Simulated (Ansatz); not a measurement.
# A failed many-body run on GaN (P6_3mc)

What is wrong with this input for GaN (P6_3mc)?

Calculated with Ansatz 0.2.0; G0W0 on PBE, plane waves, PAW.

The database entry behind the starting cell has ideal inner coordinates that were not refined, so it need not match the best structure at ambient conditions.

**1. Set-up**

Symmetry: P6_3mc, No. 186, hexagonal system. Conventional cell: a = 3.190 Å, b = 3.190 Å, c = 5.189 Å, α = 90.00°, β = 90.00°, γ = 120.00°. Ga has 4 N at 1.95 Å nearest. Nearest to N lie 4 Ga at 1.95 Å. Farther neighbours and most contacts between anions are not listed.

The cell and positions come from the Crystallography Open Database and are kept as given unless a step says otherwise. The default PAW set here is soft_2. Its files were made with PBE.

**2. First try**

Contents of input.yaml:

```yaml
crystal:
  lattice:
    - [3.19, 0.0, 0.0]
    - [-1.595, 2.7626210381, 0.0]
    - [0.0, 0.0, 5.189]
  atoms:
    - { symbol: Ga, position: [0.6666666667, 0.3333333333, 0.0] }
    - { symbol: Ga, position: [0.3333333333, 0.6666666667, 0.5] }
    - { symbol: "N", position: [0.6666666667, 0.3333333333, 0.375] }
    - { symbol: "N", position: [0.3333333333, 0.6666666667, 0.875] }
kpoints:
  mp_grid: { grid: [1, 1, 1] }
hamiltonian:
  xc: pbe
scf:
  occupations: { method: fixed }
gw:
  n_empty_bands: 48
  ecut_chi: 60
  qp_bands: [v2, c2]
  qp_kpoints: band_edges
  screening: { model: contour_deformation }
```

Launch:

```
$ ansatz run input.yaml --threads 3 --pin off --max-ram 92160MiB --backend cuda --events-out ev --progress --plain --runs-dir out --devices 1 --max-vram 13GiB  # rebuilt from the run's record
```

Numbers of over 12 decimals in the logs are rounded to 6 here.

The program printed:

```text
GPUs: using 1 of 1 available (devices: 1).
Engine: ansatz 0.2.0, x86_64-unknown-linux-gnu
Pseudopotentials: kind: paw
Pseudopotential: Ga, paw, valence charge 13, recommended cutoff 420 eV (normal), Ga.paw.azcp
Pseudopotential: N, paw, valence charge 5, recommended cutoff 420 eV (normal), N.paw.azcp
Functional definition: PBE
  parameter kappa = 0.804
  parameter beta = 0.066725
  exchange = pbe_x(kappa = kappa, mu = beta*pi^2/3)
  correlation = pbe_c(beta = beta)
device memory: the entry about to start is reckoned to put 0.4 GiB on a device that reports 57.5 GiB free (of which the cap on the GPU budget leaves the run 13.0 GiB)
GPU FFT provider: cuFFT
GPU libraries: cuBLAS 13.8.2, cuFFT 12.4.0, cuSOLVER 12.3.4
Crystal: 4 atoms, lattice volume = 45.729 Å³
Basis set: ecut = 420 eV, 917 PW (Γ)
Bands: 22, of which v1, the nominal top of the filled ones, is band 18 counted from 1 (17 counted from 0)
Symmetry: 12 space group operations
Space group: P63mc (ITA 186), of the structure as read, at distance tolerance 3.6e-5 Å
k-points: 1
Non-local potential: Ga, projectors of the file, l = 0: 2, l = 1: 2, l = 2: 3, l = 3: 1
Non-local potential: N, projectors of the file, l = 0: 2, l = 1: 2, l = 2: 1
PAW form: soft (Blöchl's): semilocal exchange-correlation on the pseudo side does not see the compensation charge
PAW one-centre angular grid: Ga, 590 points (default); XC on 64 Gauss nodes
PAW one-centre angular grid: N, 110 points (default); XC on 64 Gauss nodes
Initial density: superposition of atomic densities (neutral atoms: chi_scale 0, normalization atom), corrected by the library's trained network
Initial wavefunctions: pseudopotential atomic-orbital guess
GPU buffer pool allocated for 20736 grid points (all kernels)
GPU transforms: local potential and band sums: pruned to the plane-wave sphere, on 24×24×36
Functional: x = pbe(κ = 0.804, μ = 0.219515), c = pbe(β = 0.066725)
SCF iter   1: F=—  HF=-8320.702116 eV  |F-HF|=—  |Δ(HF+E_count)|=         —  Δρ=1.17e-1  dr2=5.67e0  ethr=1.77e-3  ⟨swp⟩=4.0  Hψ=85  notcnv=0  defer=1
preconditioner: auto → Resta (q_TF=auto, 2.622 Å⁻¹)  ε∞=5.3  [insulator: Δε(μ)=1.883 eV  Ē_g=15.858 eV  n_scr=22 (ndim 8)  ℏωp=32.9 eV  f_vac=0.009  ε∞_Penn≈5.3]
SCF iter   2: F=—  HF=-8318.990224 eV  |F-HF|=—  |Δ(HF+E_count)|=    1.71e0  Δρ=4.02e-2  dr2=4.66e-1  ethr=1.77e-3  ⟨swp⟩=3.0  Hψ=52  notcnv=0  defer=2
SCF iter   3: F=—  HF=-8318.938203 eV  |F-HF|=—  |Δ(HF+E_count)|=   5.20e-2  Δρ=1.77e-2  dr2=7.60e-2  ethr=1.29e-3  ⟨swp⟩=2.0  Hψ=37  notcnv=0  defer=2
SCF iter   4: F=—  HF=-8318.966285 eV  |F-HF|=—  |Δ(HF+E_count)|=   2.81e-2  Δρ=5.00e-3  dr2=7.28e-3  ethr=2.11e-4  ⟨swp⟩=2.0  Hψ=42  notcnv=0  defer=2
SCF iter   5: F=—  HF=-8318.962350 eV  |F-HF|=—  |Δ(HF+E_count)|=   3.93e-3  Δρ=1.56e-3  dr2=8.48e-4  ethr=2.02e-5  ⟨swp⟩=2.0  Hψ=41  notcnv=0  defer=2
SCF iter   6: F=—  HF=-8318.963305 eV  |F-HF|=—  |Δ(HF+E_count)|=   9.56e-4  Δρ=4.02e-4  dr2=5.46e-5  ethr=2.36e-6  ⟨swp⟩=2.0  Hψ=42  notcnv=0  defer=2
SCF iter   7: F=—  HF=-8318.963322 eV  |F-HF|=—  |Δ(HF+E_count)|=   1.66e-5  Δρ=1.82e-4  dr2=8.83e-6  ethr=1.52e-7  ⟨swp⟩=2.0  Hψ=40  notcnv=0
SCF iter   8: F=—  HF=-8318.963327 eV  |F-HF|=—  |Δ(HF+E_count)|=   4.50e-6  Δρ=4.45e-5  dr2=6.15e-7  ethr=2.45e-8  ⟨swp⟩=2.0  Hψ=38  notcnv=0
SCF iter   9: F=-8318.963327 eV  HF=-8318.963327 eV  |F-HF|=3.91e-8  |Δ(HF+E_count)|=   6.23e-7  Δρ=8.86e-6  dr2=3.92e-8  ethr=2.78e-10  ⟨swp⟩=5.0  Hψ=92  notcnv=0
SCF 1 converged in 9 iterations: F = -8318.963327 eV  dr2 = 3.92e-8
[...]
device memory: the entry about to start is reckoned to put 0.5 GiB on a device that reports 57.5 GiB free (of which the cap on the GPU budget leaves the run 13.0 GiB)
NSCF: frozen V_eff on 1 k-points
[...]
device memory: the entry about to start is reckoned to put 0.5 GiB on a device that reports 57.5 GiB free (of which the cap on the GPU budget leaves the run 13.0 GiB)
NSCF: frozen V_eff on 1 k-points
G₀W₀ screening: q 1/1
G₀W₀ self-energy: k 1/1
device memory: the entry about to start is reckoned to put 0.3 GiB on a device that reports 57.4 GiB free (of which the cap on the GPU budget leaves the run 13.0 GiB)
NSCF: frozen V_eff on 1 k-points
device memory: the entry about to start is reckoned to put 0.3 GiB on a device that reports 57.4 GiB free (of which the cap on the GPU budget leaves the run 13.0 GiB)
NSCF: frozen V_eff on 1 k-points
device memory: the entry about to start is reckoned to put 0.3 GiB on a device that reports 57.4 GiB free (of which the cap on the GPU budget leaves the run 13.0 GiB)
NSCF: frozen V_eff on 1 k-points
device memory: the entry about to start is reckoned to put 0.3 GiB on a device that reports 57.4 GiB free (of which the cap on the GPU budget leaves the run 13.0 GiB)
NSCF: frozen V_eff on 1 k-points
device memory: the entry about to start is reckoned to put 0.3 GiB on a device that reports 57.4 GiB free (of which the cap on the GPU budget leaves the run 13.0 GiB)
NSCF: frozen V_eff on 1 k-points
SCF converged after 9 iterations
Free energy (F): -8318.963327 eV
Harris-Foulkes:  -8318.963327 eV  (|F-HF|=3.91e-8)
Internal energy: -8318.963327 eV  (E = F + TS)
E sigma→0 (E₀):  -8318.963327 eV
Fermi energy:    11.536656 eV
--- Per-component energies (eV) ---
  E_band       = 23.662080
  E_kinetic    = 525.058609
  E_local      = -3941.047723  (includes V_loc(G=0)·N_el)
  E_nonlocal   = 957.786461
  E_hartree    = 1825.484888
  E_xc         = -253.673047
  E_vxc        = -263.701339  (∫ρ·V_xc dr)
  E_paw        = -4260.064147  (= ΣΔE_a)
  E_vpaw       = -905.402603  (= ΣTr[D̂ρ^β])
  E_aug_tail   = 0.000178  (compensation charges beyond the density's cutoff)
  E_ewald      = -3172.508547
  E_smearing   = -0.000000  (= −TS)
  E_closure    = 0.000000  (closes the sum)
  Σ components = -8318.963327   (vs F -8318.963327, Δ=0.00e0)
--- Band table (eV) ---
  k-point 0: bands = [... 14 lower, 10.2621, 11.3135, 11.5367, 11.5367, 12.6467, 14.5527, 19.6965, 19.6965]
--- G₀W₀: contour deformation, 6 samples at zero and on the imaginary axis and 1 off it, 1 q-point, 48 empty bands' worth ---
  eigenvalues of the whole cell's RPA ε∞ on this k-mesh (on a slab, of 1 + 4πα/V) = 241.9984, 286.7609, 286.7609; static W/v taken at q = 0 is 0.003502
  gw.qp_kpoints: band_edges: 1 of 1 stored k-point solved, in 1 pass; an edge of the gap read off the rows below is read off those points alone
    ik  band        ε_KS         Σx   Σc(E_QP)       V_xc       Z   E_QP_lin       E_QP  E_QP is
     0    17     11.5367   -26.6169     6.7039   -19.9855  0.7781    11.6092    11.6092  root
     0    18     11.5367   -26.6169     6.7039   -19.9855  0.7781    11.6092    11.6092  root
     0    19     12.6467    -9.8663    -5.9634   -15.8803  0.7970    12.6972    12.6972  root
     0    20     14.5527    -8.0258    -6.6652   -14.9452  0.8020    14.8075    14.8069  root
```

Run time: 5.4 s. Hardware: 1 × NVIDIA H100 80GB HBM3 (shared by 6 runs) with 3 threads of AMD EPYC 7R13 (Zen 3), shared host; peak memory 1 GiB.

Q: What is the fault?

The run ended normally, though the input holds a fault or crude settings.

The fault: one k-point. One point can't sample the density or the screening of a small cell, and the band edges may lie elsewhere in the zone.

It printed a gap of 1.09 eV, which is an artefact of the settings.

**3. A better input**

G0W0 replaces the xc potential by the self-energy, built once from these orbitals. Only a window of levels is corrected, while the sums run over the empty bands that the input names.

Edit input.yaml of step 2 so:

```diff
@@ -11,3 +11,3 @@
 kpoints:
-  mp_grid: { grid: [1, 1, 1] }
+  mp_grid: { grid: [6, 6, 4] }
 hamiltonian:
@@ -17,4 +17,4 @@
 gw:
-  n_empty_bands: 48
-  ecut_chi: 60
+  n_empty_bands: 190
+  ecut_chi: 150
   qp_bands: [v2, c2]
```

The program printed:

```text
GPUs: using 1 of 1 available (devices: 1).
[...]
GPU FFT provider: cuFFT
GPU libraries: cuBLAS 13.8.2, cuFFT 12.4.0, cuSOLVER 12.3.4
Crystal: 4 atoms, lattice volume = 45.729 Å³
Basis set: ecut = 420 eV, 917 PW (Γ)
Bands: 22, of which v1, the nominal top of the filled ones, is band 18 counted from 1 (17 counted from 0)
[... 1 set-up line as in the run before ...]
[...]
k-points: 21 of 144 (time reversal used)
[...]
GPU buffer pool allocated for 20736 grid points (all kernels)
[...]
SCF iter   1: F=—  HF=-8335.810736 eV  |F-HF|=—  |Δ(HF+E_count)|=         —  Δρ=7.81e-4  dr2=1.40e-4  ethr=1.77e-3  ⟨swp⟩=3.3  Hψ=1750  notcnv=0  defer=13
[...]
SCF iter   6: F=-8335.811409 eV  HF=-8335.811409 eV  |F-HF|=4.83e-9  |Δ(HF+E_count)|=   2.13e-7  Δρ=4.27e-6  dr2=6.44e-9  ethr=2.62e-10  ⟨swp⟩=3.0  Hψ=1789  notcnv=0
SCF 1 converged in 6 iterations: F = -8335.811409 eV  dr2 = 6.44e-9
[...]
0    17      9.6921   -23.8523     2.9974   -20.2232  0.7693     9.0546     9.0603  root
     0    18      9.6921   -23.8523     2.9974   -20.2232  0.7693     9.0546     9.0603  root
     0    19     11.5806   -11.5318    -3.7202   -15.7615  0.8041    12.0928    12.0901  root
     0    20     13.9342   -10.1728    -4.4884   -15.2781  0.8102    14.5560    14.5511  root
     1    17      9.5324   -23.7165     3.0420   -20.0228  0.7690     8.8746     8.8807  root
     1    18      9.5324   -23.7165     3.0420   -20.0228  0.7690     8.8746     8.8807  root
     1    19     12.7783   -12.2011    -3.7243   -16.4856  0.7948    13.3422    13.3386  root
     1    20     14.0378   -10.1538    -4.5140   -15.2986  0.8070    14.6738    14.6685  root
[...]
20    17      8.1992   -22.2730     3.2774   -18.2362  0.7642     7.4302     7.4399  root
    20    18      8.1992   -22.2730     3.2774   -18.2362  0.7642     7.4302     7.4399  root
    20    19     16.1062    -9.5272    -4.8249   -14.9663  0.8049    16.7262    16.7205  root
    20    20     16.1062    -9.5272    -4.8249   -14.9663  0.8049    16.7262    16.7205  root
[key lines of the parts left out:]
SCF converged after 6 iterations
Free energy (F): -8335.811409 eV
Fermi energy:    9.692075 eV
```

It took 18 s on 1 × NVIDIA H100 80GB HBM3 (shared by 6 runs) with 3 threads; peak memory 1.3 GiB; 18 s of CPU time.

Numbers from this step:

```
bands summed                                 : 208
RPA ε∞ on this mesh (eigenvalues)            : 5.984, 6.015, 6.015
plane waves in the screening matrix          : 197
q-points in the mesh                         : 144
G0W0 gap on the mesh                         : 3.030 eV
k of the valence top                         : 0, 0, 0
k of the conduction bottom                   : 0, 0, 0
starting gap on the mesh                     : 1.889 eV
Z at the valence top                         : 0.7693
Z at the conduction bottom                   : 0.8041
least direct G0W0 gap on the computed points : 3.030 eV
```

The gap on the mesh goes from 1.89 eV to 3.03 eV, a correction of +1.14 eV. Between the two edge states, bare exchange in place of the xc potential would open the gap by 7.86 eV, and correlation takes back 6.72 eV.

**4. Outcome**

```
first try  : converged after 5.4 s
better run : G0W0 gap on the mesh 3.03 eV (6×6×4 mesh, 190 empty bands, screening to 150 eV)
```

The second run differs in: mesh, empty bands and screening cutoff (eV). Bands and cutoff are finite, so the gap is not at the basis limit. The miss can reach some tenths of an eV and take either sign; the mesh is an error of its own. The many-body steps are scalar-relativistic: spin-orbit coupling is not in them.

[Paths, hosts, dates, memory and timing lines, banners, echoed tables and standing remarks are left out of the program output.]

[Logs are printed without paths, hosts, clocks, repeated set-up lines and the standing remarks that a program may print on its own settings, such as how far it seeks lower states.]

[Runs of the session that timed out or met a known fault of the program may be left out.]

[Cells called generated may have been cut or substituted from an entry of the Crystallography Open Database or the Materials Project.]

[Hosts, paths, dates, database ids (printed as entryN), source tags and the programs' standing remarks are cut or masked in the printed files.]
